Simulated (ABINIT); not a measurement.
An input for ABINIT 10.8.3 (Bi2Se3 (Paraguanajuatite)):

```
acell 3*1.0 Angstrom
rprim 
  2.071500000006 1.195981082602 9.545333333304
  -2.071500000006 1.195981082602 9.545333333304
  0.000000000000 -2.391962165288 9.545333333293
ntypat 2
znucl 83 34
natom 5
typat 1 1 2 2 2
xred 
  0.400800000000 0.400800000000 0.400800000000
  0.599200000000 0.599200000000 0.599200000000
  -0.000000000000 0.000000000000 0.000000000000
  0.211700000000 0.211700000000 0.211700000000
  0.788300000000 0.788300000000 0.788300000000
pp_dirpath "pseudos"
pseudos "Bi.upf, Se.upf"
ecut 48
ngkpt 4 4 4
nshiftk 1
shiftk 0 0 0
kptopt 1
chksymbreak 0
istwfk *1
occopt 1
irdwfk 1
optdriver 4
nband 111
gwcalctyp 0
ecutsigx 48
symsigma 1
nkptgw 1
kptgw 
  0.0000000000 0.0000000000 0.0000000000
bdgw 
  57 62
ecuteps 2.8
irdscr 1
ppmodel 1
indata_prefix "in"
outdata_prefix "out"
tmpdata_prefix "tmp"
```

```sh
OMP_NUM_THREADS=1 mpirun -n 32 abinit run.abi > log
```

Estimate wall time and host memory on 32 MPI ranks of Arm Neoverse V2, shared host.

It took 33 s; on shared hardware allow 17 s to 66 s. Peak host memory was 56 GiB.

[Paths, hosts, dates, memory and timing lines, banners, echoed tables and standing remarks are left out of the program output.]

[Logs are printed without paths, hosts, clocks, repeated set-up lines and the standing remarks that a program may print on its own settings, such as how far it seeks lower states.]

[Runs of the session that timed out or met a known fault of the program may be left out.]

[Hosts, paths, dates, database ids (printed as entryN), source tags and the programs' standing remarks are cut or masked in the printed files.]

[G0W0 gaps are taken among the corrected bands and points alone; a level outside them can change the order at an edge.]

[Where Ansatz stands beside ABINIT at settings called matched, ABINIT's density can come from a denser mesh and the files from another edition; pairs whose starting gaps differed by over 0.03 eV were left out, so agreement reads better than it is.]
